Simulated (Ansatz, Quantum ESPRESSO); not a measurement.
# Rh (Fm-3m): electron–phonon coupling with Quantum ESPRESSO, part 3 of 4

Each step names its level of theory.

So far, highest frequency, solved or plainly interpolated (cm⁻¹): step 4 (phonons and couplings with ph.x: Fermi–Dirac smearing of …) 219. The relaxed cell has a = 3.830 Å (conventional setting).

## (5) Matrix elements on the k mesh: PseudoDojo files, cutoff 1197.3 eV, Fermi–Dirac smearing of 0.1 eV

The exported deformation potentials allow the same Gaussian double-delta sums that other programs print.

This step: DFT PBE, scalar-relativistic, plane waves, PseudoDojo norm-conserving pseudopotentials (Ansatz 0.2.0).

input.yaml reads:

```yaml
crystal:
  lattice:
    - [0.0, 1.915244165, 1.915244165]
    - [1.915244165, 0.0, 1.915244165]
    - [1.915244165, 1.915244165, 0.0]
  atoms:
    - { symbol: Rh, position: [0.0, 0.0, 0.0] }
kpoints:
  mp_grid: { grid: [10, 10, 10] }
hamiltonian:
  xc: pbe
  pseudopotentials: { kind: nc, accuracy: standard }
scf:
  occupations: { method: fermi_dirac, width: 0.1 }
  n_extra_bands: 10
output:
  eigenvalues: true
basis:
  ecutwfc: 1197.301
phonons:
  method: dfpt
  qmesh: [2, 2, 2]
  temperatures: { t_max: 1000, t_step: 50 }
  qpath:
    path:
      - [[0.0, 0.0, 0.0], [0.5, 0.0, 0.5], [0.625, 0.25, 0.625]]
      - [[0.375, 0.375, 0.75], [0.0, 0.0, 0.0], [0.5, 0.5, 0.5], [0.5, 0.25, 0.75], [0.5, 0.0, 0.5]]
    npoints: 10
  electron_phonon_deformation_potentials: { window_half_width: 2.5 }
```

On the command line:

```console
$ ansatz run input.yaml --threads 4 --pin off --max-ram 12288MiB --backend cpu --events-out ev --progress --plain --runs-dir out
```

Numbers of over 12 decimals in the logs are rounded to 6 here.

Log:

```text
[...]
Crystal: 1 atoms, lattice volume = 14.051 Å³
Basis set: ecut = 1197.301 eV, 1363 PW (Γ), exchange–correlation on 64×64×64 points (8 copies of the dense FFT grid, shifted against one another)
Bands: 19, of which v1, the nominal top of the filled ones, is band 9 counted from 1 (8 counted from 0)
Symmetry: 48 space group operations
k-points: 47 of 1000
[...]
SCF iter   1: F=—  HF=-3192.098686 eV  |F-HF|=—  |Δ(HF+E_count)|=         —  Δρ=1.14e-1  dr2=1.59e0  ethr=3.10e-3  ⟨swp⟩=5.5  Hψ=5266  notcnv=0  defer=80
[...]
SCF iter   8: F=-3191.634204 eV  HF=-3191.634204 eV  |F-HF|=4.55e-13  |Δ(HF+E_count)|=  1.27e-11  Δρ=1.11e-7  dr2=4.72e-13  ethr=1.00e-12  ⟨swp⟩=13.7  Hψ=6245  notcnv=0
SCF 1 converged in 8 iterations: F = -3191.634204 eV  dr2 = 4.72e-13
NSCF: frozen V_eff on 47 k-points
[...]
DFPT response loops at q = (0, 0, 0) (fractional): preconditioner auto → Kerker (q_TF=auto, 2.816 Å⁻¹) (partly filled bands, converged f_vac=0.000); β = 1.00, the filter's whole step (`scf.mixing.beta` (0.50) is not read by the response loops under this deck's `scf.mixing.preconditioner`; to damp them name `kerker` or `kerker_dos`, under which they read `scf.mixing.beta`, and type it under 1.00, their step now; both keys bind the ground state too); Anderson in place of MSR1; while a model of the screening serves, it and β = 1 on shorter waves in the place of filter and β
[...]
SCF converged after 8 iterations
Free energy (F): -3191.634204 eV
[...]
Internal energy: -3191.586686 eV  (E = F + TS)
E sigma→0 (E₀):  -3191.610445 eV
Entropy (-TS):   -0.047517 eV (-47.517 meV/atom)
Fermi energy:    22.052098 eV
[...]
--- Band table (eV; the first three rows and the last of 47) ---
  k-point 0: bands = [... 5 lower, 19.0630, 19.0630, 19.0630, 21.0823, 21.0823, 38.2129, 43.5104, 43.5104, ... 6 higher]
  k-point 1: bands = [... 5 lower, 18.9062, 19.2062, 19.2062, 21.0109, 21.0109, 38.7252, 41.6496, 44.0507, ... 6 higher]
  k-point 2: bands = [... 5 lower, 18.7315, 19.4241, 19.4241, 21.0385, 21.0385, 38.5587, 39.6987, 45.4591, ... 6 higher]
  k-point 46: bands = [... 5 lower, 17.6273, 19.2285, 21.0933, 22.9929, 30.1279, 32.7781, 33.2035, 34.5375, ... 6 higher]
--- Phonons (Γ-DFPT): 1 representative perturbation + reference (Σ response iterations 2) ---
  ASR residual: 1.062e-3 → 0.000e0 eV/Å²; symmetrization residual: 2.168e-19 eV/Å²
  ASR residual per site (eV/Å²): 1.06e-3
  Γ frequencies (cm⁻¹): 0.00 0.00 0.00
--- Phonons (arbitrary-q DFPT): 3 irreducible q on the 2×2×2 mesh ---
  q = [0.0000, 0.0000, 0.0000] (star 1, of the zone-centre solve; hermiticity 9.50e-26, symmetrization 6.12e-16): -0.00 -0.00 0.00
  q = [0.0000, 0.0000, -0.5000] (star 4, 1 solved perturbation in 226 linear systems a pass and spin channel, the states on 116 of 1000 k-point pairs; hermiticity 1.95e-14, symmetrization 1.54e-13): 136.58 136.58 237.81
  q = [0.0000, -0.5000, -0.5000] (star 3, 2 solved perturbations in 204 linear systems a pass and spin channel, the states on 102 of 1000 k-point pairs; hermiticity 1.45e-13, symmetrization 1.45e-13): 176.20 176.20 225.80
  sum rule: each row above includes the acoustic sum rule's correction from the zone centre's row sums; it moved no ω² by more than (1.68 cm⁻¹)²
  mesh force constants: q→R imaginary residual 0.00e0; ASR residual 1.062e-3 → 0.000e0 eV/Å²; symmetrization residual 3.553e-15 eV/Å²
  interpolated dispersion: 62 rows × 3 modes
  density of states and harmonic sums: on the 28×28×28 q-mesh, interpolated from the force constants of a 2×2×2 supercell (no non-analytic term)
  largest difference from the sums on the solved wave vectors: F 6.48e-2 eV, S 9.71e-5 and C_V 3.23e-5 eV/K
  zero-point energy: 0.031222 eV/cell   skipped modes (ω ≤ 0): 3   left out of the sums: 4.56e-5 of the cell's modes: C_V's classical limit lies that fraction below 3 k_B per atom; for a crystal, a wire or a layer, F and S can be off by more, and a phonons.interpolated_qmesh denser along its periods is the remedy for the sampling
Electron–phonon deformation potentials of 2 wavevectors written to <dir>
```

Wall time 15 s (4 threads of Arm Neoverse V1, shared host); peak memory 1.2 GiB.

This step gave:

* zero point energy: 0.03122 eV/cell
* share of imaginary modes in the plain interpolation between solved wavevectors: 0
* highest frequency, solved or plainly interpolated: 237.8 cm⁻¹
* Debye temperature (second moment): 321 K

Allen's double-delta sum on the run's k mesh, delta = exp(-(x/sigma)^2)/(sigma sqrt(pi)); at the zone centre the sum is no linewidth. Double-delta sums:

```tsv
q1	q2	q3	star	mode	omega (meV)	lambda_q, sigma 0.05 eV	lambda_q, sigma 0.1 eV	lambda_q, sigma 0.2 eV	lambda_q, sigma 0.3 eV	lambda_q, sigma 0.4 eV	half width at sigma 0.2 (meV)	<D²> at sigma 0.2 ((eV/Å)²)	nesting at sigma 0.2 (1/eV²)
0	0	-0.5	4	1	16.93	0.009719	0.08562	0.09079	0.1122	0.1324	0.06133	1.298	0.3703
0	0	-0.5	4	2	16.93	0.009719	0.08562	0.09079	0.1122	0.1324	0.06133	1.298	0.3703
0	0	-0.5	4	3	29.48	0.004441	0.03875	0.03954	0.04719	0.0595	0.08098	1.714	0.3703
0	-0.5	-0.5	3	1	21.85	0.1747	0.2328	0.2313	0.2152	0.1831	0.26	2.52	0.8084
0	-0.5	-0.5	3	2	21.85	0.1747	0.2328	0.2313	0.2152	0.1831	0.26	2.52	0.8084
0	-0.5	-0.5	3	3	28	0.2662	0.2868	0.1911	0.1412	0.1195	0.3528	3.42	0.8084
```

Mean over the q mesh without its centre; few wavevectors enter, so none of the widths can be taken as converged. Table of coupling constant λ, lambda by Gaussian width:

```tsv
Gaussian width (eV)	coupling constant λ, lambda
0.050	0.277
0.100	0.443
0.200	0.406
0.300	0.400
0.400	0.394
```

Among the solved wavevectors the lowest mode, translations apart, is 137 cm⁻¹, so these are real on this k mesh.

## (6) Second program, ground state

ph.x needs a tightly converged ground state on the same k mesh; the cell is that of the step before.

This step: DFT PBE, scalar-relativistic, plane waves, PseudoDojo 0.4.1 norm-conserving pseudopotentials (Quantum ESPRESSO 7.5).

pw.in reads:

```
 &control
    calculation='scf',
    prefix='x',
    outdir='./tmp',
    pseudo_dir='./pseudo',
    tprnfor=.true.,
    tstress=.true.,
 /
 &system
    ibrav=0,
    nat=1,
    ntyp=1,
    ecutwfc=88.0,
    ecutrho=352.0,
    occupations='smearing',
    smearing='fd',
    degauss=0.00734986,
    nbnd=16,
 /
 &electrons
    conv_thr=1.0d-11,
    mixing_beta=0.5,
 /
ATOMIC_SPECIES
 Rh    102.9055  Rh.upf
CELL_PARAMETERS angstrom
     0.000000000    1.915244165    1.915244165
     1.915244165    0.000000000    1.915244165
     1.915244165    1.915244165    0.000000000
ATOMIC_POSITIONS crystal
 Rh     0.000000000   0.000000000   0.000000000
K_POINTS automatic
 10 10 10 0 0 0
```

On the command line:

```console
$ OMP_NUM_THREADS=1 mpirun -n 4 pw.x -nk 4 -in pw.in > pw.x.log
```

Log:

```text
[banner, memory and clock lines left out]
Program PWSCF v.7.5

     Message from routine setup:
     using ibrav=0 with symmetry is DISCOURAGED, use correct ibrav instead

     G-vector sticks info

     bravais-lattice index     =            0
     lattice parameter (alat)  =       5.1184  a.u.
     unit-cell volume          =      94.8198 (a.u.)^3
     number of atoms/cell      =            1
     number of atomic types    =            1
     number of electrons       =        17.00
     number of Kohn-Sham states=           16
     kinetic-energy cutoff     =      88.0000  Ry
     charge density cutoff     =     352.0000  Ry
     scf convergence threshold =      1.0E-11
     mixing beta               =       0.5000
     number of iterations used =            8  plain     mixing
     Exchange-correlation= PBE
                           (   1   4   3   4   0   0   0)

     celldm(1)=   5.118445  celldm(2)=   0.000000  celldm(3)=   0.000000
     celldm(4)=   0.000000  celldm(5)=   0.000000  celldm(6)=   0.000000

     crystal axes: (cart. coord. in units of alat)
               a(1) = (   0.000000   0.707107   0.707107 )
               a(2) = (   0.707107   0.000000   0.707107 )
               a(3) = (   0.707107   0.707107   0.000000 )

     reciprocal axes: (cart. coord. in units 2 pi/alat)
               b(1) = ( -0.707107  0.707107  0.707107 )
               b(2) = (  0.707107 -0.707107  0.707107 )
               b(3) = (  0.707107  0.707107 -0.707107 )

     PseudoPot. # 1 for Rh read from file:
     ./pseudo/Rh.upf
     Pseudo is Norm-conserving + core correction, Zval = 17.0
     Using radial grid of 1568 points,  6 beta functions with:
                l(1) =   0
                l(2) =   0
                l(3) =   1
                l(4) =   1
                l(5) =   2
                l(6) =   2

     atomic species   valence    mass     pseudopotential
     Rh               17.00   102.90550     Rh( 1.00)

     48 Sym. Ops., with inversion, found

   Cartesian axes

     site n.     atom                  positions (alat units)
         1        Rh     tau(   1) = (   0.0000000   0.0000000   0.0000000  )

     number of k points=    47  Fermi-Dirac smearing, width (Ry)=  0.0073
                       cart. coord. in units 2pi/alat
        k(    1) = (   0.0000000   0.0000000   0.0000000), wk =   0.0020000
        k(    2) = (   0.0707107   0.0707107  -0.0707107), wk =   0.0160000
        k(    3) = (   0.1414214   0.1414214  -0.1414214), wk =   0.0160000
        k(    4) = (   0.2121320   0.2121320  -0.2121320), wk =   0.0160000
        k(    5) = (   0.2828427   0.2828427  -0.2828427), wk =   0.0160000
        k(    6) = (  -0.3535534  -0.3535534   0.3535534), wk =   0.0080000
        k(    7) = (   0.1414214  -0.0000000   0.0000000), wk =   0.0120000
        k(    8) = (   0.2121320   0.0707107  -0.0707107), wk =   0.0480000
        k(    9) = (   0.2828427   0.1414214  -0.1414214), wk =   0.0480000
        k(   10) = (   0.3535534   0.2121320  -0.2121320), wk =   0.0480000
        k(   11) = (  -0.2828427  -0.4242641   0.4242641), wk =   0.0480000
        k(   12) = (  -0.2121320  -0.3535534   0.3535534), wk =   0.0480000
        k(   13) = (  -0.1414214  -0.2828427   0.2828427), wk =   0.0480000
        k(   14) = (  -0.0707107  -0.2121320   0.2121320), wk =   0.0480000
        k(   15) = (   0.0000000  -0.1414214   0.1414214), wk =   0.0240000
        k(   16) = (   0.2828427  -0.0000000   0.0000000), wk =   0.0120000
[...]
k(   40) = (   0.0000000  -0.2828427   0.4242641), wk =   0.0480000
        k(   41) = (  -0.1414214  -0.5656854   0.7071068), wk =   0.0480000
        k(   42) = (  -0.0707107  -0.4949747   0.6363961), wk =   0.0960000
        k(   43) = (   0.0000000  -0.4242641   0.5656854), wk =   0.0480000
        k(   44) = (  -0.7071068   0.1414214   0.0000000), wk =   0.0240000
        k(   45) = (  -0.1414214  -0.4242641   0.7071068), wk =   0.0480000
        k(   46) = (  -0.0707107  -0.3535534   0.6363961), wk =   0.0480000
        k(   47) = (  -0.7071068   0.2828427   0.0000000), wk =   0.0240000

     Dense  grid:    10657 G-vectors     FFT dimensions: (  32,  32,  32)

     Initial potential from superposition of free atoms

     starting charge      16.9994, renormalised to      17.0000
     Starting wfcs are   10 randomized atomic wfcs +    6 random wfcs

     per-process dynamical memory:    14.3 Mb

     Self-consistent Calculation

     iteration #  1     ecut=    88.00 Ry     beta= 0.50
     Davidson diagonalization with overlap
     ethr =  1.00E-02,  avg # of iterations =  5.1

     Threshold (ethr) on eigenvalues was too large:
     Diagonalizing with lowered threshold

     Davidson diagonalization with overlap
     ethr =  6.86E-04,  avg # of iterations =  1.2

     total energy              =    -234.54928020 Ry
     estimated scf accuracy    <       0.11630762 Ry

     iteration #  2     ecut=    88.00 Ry     beta= 0.50
     Davidson diagonalization with overlap
     ethr =  6.84E-04,  avg # of iterations =  2.0

     total energy              =    -234.57842628 Ry
     estimated scf accuracy    <       0.00860900 Ry

     iteration #  3     ecut=    88.00 Ry     beta= 0.50
     Davidson diagonalization with overlap
     ethr =  5.06E-05,  avg # of iterations =  1.7

     total energy              =    -234.58002144 Ry
     estimated scf accuracy    <       0.00055277 Ry

     iteration #  4     ecut=    88.00 Ry     beta= 0.50
     Davidson diagonalization with overlap
     ethr =  3.25E-06,  avg # of iterations =  3.2

     total energy              =    -234.58006872 Ry
     estimated scf accuracy    <       0.00001203 Ry

     iteration #  5     ecut=    88.00 Ry     beta= 0.50
     Davidson diagonalization with overlap
     ethr =  7.08E-08,  avg # of iterations =  1.9

     total energy              =    -234.58007028 Ry
     estimated scf accuracy    <       0.00000095 Ry

     iteration #  6     ecut=    88.00 Ry     beta= 0.50
     Davidson diagonalization with overlap
     ethr =  5.60E-09,  avg # of iterations =  2.0

     total energy              =    -234.58007045 Ry
     estimated scf accuracy    <       0.00000008 Ry

     iteration #  7     ecut=    88.00 Ry     beta= 0.50
     Davidson diagonalization with overlap
     ethr =  4.99E-10,  avg # of iterations =  1.0

     total energy              =    -234.58007045 Ry
     estimated scf accuracy    <          4.6E-09 Ry

     iteration #  8     ecut=    88.00 Ry     beta= 0.50
     Davidson diagonalization with overlap
     ethr =  2.72E-11,  avg # of iterations =  2.0

     total energy              =    -234.58007046 Ry
     estimated scf accuracy    <          3.2E-10 Ry

     iteration #  9     ecut=    88.00 Ry     beta= 0.50
     Davidson diagonalization with overlap
     ethr =  1.87E-12,  avg # of iterations =  1.1

     End of self-consistent calculation

          k = 0.0000 0.0000 0.0000 (  1363 PWs)   bands (ev):

   -56.8028 -24.2945 -24.2945 -24.2945  14.2392  19.0636  19.0636  19.0636
    21.0829  21.0829  38.2134  43.5110  43.5110  43.5110  48.9996  53.6861

          k = 0.0707 0.0707-0.0707 (  1321 PWs)   bands (ev):

   -56.7931 -24.3611 -24.3035 -24.3035  14.6246  18.9068  19.2067  19.2067
    21.0114  21.0114  38.7257  41.6501  44.0512  44.0512  50.2467  52.6029

          k = 0.1414 0.1414-0.1414 (  1324 PWs)   bands (ev):

   -56.7676 -24.5339 -24.3273 -24.3273  15.5751  18.7321  19.4247  19.4247
    21.0391  21.0391  38.5592  39.6992  45.4596  45.4596  48.2229  49.8751

          k = 0.2121 0.2121-0.2121 (  1335 PWs)   bands (ev):

   -56.7359 -24.7439 -24.3565 -24.3565  16.2196  19.3240  19.3240  19.5276
    21.5705  21.5705  35.3893  39.2111  46.0278  46.0278  48.1946  48.1946

          k = 0.2828 0.2828-0.2828 (  1326 PWs)   bands (ev):

   -56.7102 -24.9110 -24.3800 -24.3800  16.1790  19.0922  19.0922  21.5001
    22.2740  22.2740  32.1635  38.1195  44.0670  44.0670  49.5990  49.5991

          k =-0.3536-0.3536 0.3536 (  1350 PWs)   bands (ev):

   -56.7003 -24.9742 -24.3890 -24.3890  16.0981  18.9915  18.9915  22.5904
    22.5904  22.7914  30.4583  37.6863  43.2368  43.2368  50.2759  50.2759

          k = 0.1414-0.0000 0.0000 (  1323 PWs)   bands (ev):

   -56.7899 -24.3592 -24.3186 -24.3186  14.7538  18.7333  19.3291  19.3291
    20.7378  21.2114  38.9328  42.1857  43.4556  43.4556  51.6183  51.6183

          k = 0.2121 0.0707-0.0707 (  1332 PWs)   bands (ev):

   -56.7696 -24.4874 -24.3471 -24.3365  15.5424  18.4165  19.5656  19.6178
    20.5781  21.3565  39.6049  40.1040  43.5410  44.3669  49.2310  50.1226

          k = 0.2828 0.1414-0.1414 (  1328 PWs)   bands (ev):

[...]
k = 0.3536 0.2121-0.2121 (  1316 PWs)   bands (ev):

[...]
k =-0.2828-0.4243 0.4243 (  1323 PWs)   bands (ev):

[...]
k =-0.2121-0.3536 0.3536 (  1320 PWs)   bands (ev):

[...]
k =-0.1414-0.2828 0.2828 (  1325 PWs)   bands (ev):

[...]
k =-0.0707-0.2121 0.2121 (  1335 PWs)   bands (ev):

[...]
k = 0.0000-0.1414 0.1414 (  1319 PWs)   bands (ev):

[...]
k = 0.2828-0.0000 0.0000 (  1319 PWs)   bands (ev):

[...]
k = 0.3536 0.0707-0.0707 (  1322 PWs)   bands (ev):

[...]
k = 0.4243 0.1414-0.1414 (  1318 PWs)   bands (ev):

[...]
k =-0.2121-0.4950 0.4950 (  1322 PWs)   bands (ev):

[...]
k =-0.1414-0.4243 0.4243 (  1313 PWs)   bands (ev):

[...]
k =-0.0707-0.3536 0.3536 (  1327 PWs)   bands (ev):

[...]
k = 0.0000-0.2828 0.2828 (  1326 PWs)   bands (ev):

[...]
k = 0.4243 0.0000-0.0000 (  1323 PWs)   bands (ev):

[...]
k = 0.4950 0.0707-0.0707 (  1319 PWs)   bands (ev):

[...]
k =-0.1414-0.5657 0.5657 (  1320 PWs)   bands (ev):

[...]
k =-0.0707-0.4950 0.4950 (  1317 PWs)   bands (ev):

[...]
k =-0.0000-0.4243 0.4243 (  1320 PWs)   bands (ev):

[...]
k = 0.5657-0.0000 0.0000 (  1319 PWs)   bands (ev):

[...]
k =-0.0707-0.6364 0.6364 (  1317 PWs)   bands (ev):

[...]
k = 0.0000-0.5657 0.5657 (  1322 PWs)   bands (ev):

[...]
k =-0.7071 0.0000 0.0000 (  1298 PWs)   bands (ev):

[...]
k = 0.2828 0.1414 0.0000 (  1333 PWs)   bands (ev):

[...]
k = 0.3536 0.2121-0.0707 (  1327 PWs)   bands (ev):

[...]
k =-0.2828-0.4243 0.5657 (  1324 PWs)   bands (ev):

[...]
k =-0.2121-0.3536 0.4950 (  1316 PWs)   bands (ev):

[...]
k = 0.4243 0.1414-0.0000 (  1315 PWs)   bands (ev):

[...]
k =-0.2121-0.4950 0.6364 (  1316 PWs)   bands (ev):

[...]
k =-0.1414-0.4243 0.5657 (  1314 PWs)   bands (ev):

[...]
k =-0.0707-0.3536 0.4950 (  1327 PWs)   bands (ev):

[...]
k = 0.0000-0.2828 0.4243 (  1327 PWs)   bands (ev):

[...]
k =-0.1414-0.5657 0.7071 (  1322 PWs)   bands (ev):

[...]
k =-0.0707-0.4950 0.6364 (  1317 PWs)   bands (ev):

[...]
k = 0.0000-0.4243 0.5657 (  1308 PWs)   bands (ev):

[...]
k =-0.7071 0.1414 0.0000 (  1308 PWs)   bands (ev):

   -56.6666 -24.8983 -24.5825 -24.5469  16.2782  16.6248  21.2974  22.0728
    22.9917  27.2636  33.7106  34.6421  34.8934  45.2106  46.5925  51.9723

          k =-0.1414-0.4243 0.7071 (  1330 PWs)   bands (ev):

   -56.6750 -24.8094 -24.6531 -24.5020  17.3531  17.7339  18.7999  21.1496
    22.4110  27.7477  33.7373  34.1263  36.7665  46.4984  46.8797  52.9008

          k =-0.0707-0.3536 0.6364 (  1326 PWs)   bands (ev):

   -56.6697 -24.7782 -24.7087 -24.5217  17.3415  18.1143  18.5376  20.8691
    22.7138  30.3356  30.7992  34.6986  35.6346  46.1935  47.9824  53.1775

          k =-0.7071 0.2828 0.0000 (  1318 PWs)   bands (ev):

   -56.6665 -24.8019 -24.6813 -24.5507  17.0217  17.6279  19.2291  21.0939
    22.9935  30.1284  32.7786  33.2041  34.5381  46.5865  49.1248  50.5136

     the Fermi energy is    22.0527 ev

!    total energy              =    -234.58007046 Ry
     estimated scf accuracy    <          6.2E-12 Ry
     smearing contrib. (-TS)   =      -0.00349248 Ry
     internal energy E=F+TS    =    -234.57657798 Ry

     The total energy is F=E-TS. E is the sum of the following terms:
     one-electron contribution =     -52.14256311 Ry
     hartree contribution      =      38.44360624 Ry
     xc contribution           =     -37.82704185 Ry
     ewald contribution        =    -183.05057926 Ry

     convergence has been achieved in   9 iterations

     Forces acting on atoms (cartesian axes, Ry/au):

     atom    1 type  1   force =     0.00000000    0.00000000    0.00000000

     Total force =     0.000000     Total SCF correction =     0.000000

     Computing stress (Cartesian axis) and pressure

          total   stress  (Ry/bohr**3)                   (kbar)     P=        4.96
   0.00003369  -0.00000000  -0.00000000            4.96       -0.00       -0.00
  -0.00000000   0.00003369  -0.00000000           -0.00        4.96       -0.00
  -0.00000000  -0.00000000   0.00003369           -0.00       -0.00        4.96

     XML data file, charge density, pseudopotentials, collected wavefunctions
```

It took 3.7 s on 4 MPI ranks; 14 s of CPU time.

Numbers from this step:

```
pressure : 0.496 GPa
```

With these potentials, mesh and smearing the cell is at 0.50 GPa.

(Continued in part 4 of 4.)

[Logs are printed without paths, hosts, clocks, repeated set-up lines and the standing remarks that a program may print on its own settings, such as how far it seeks lower states.]

[Hosts, paths, dates, database ids (printed as entryN), source tags and the programs' standing remarks are cut or masked in the printed files.]
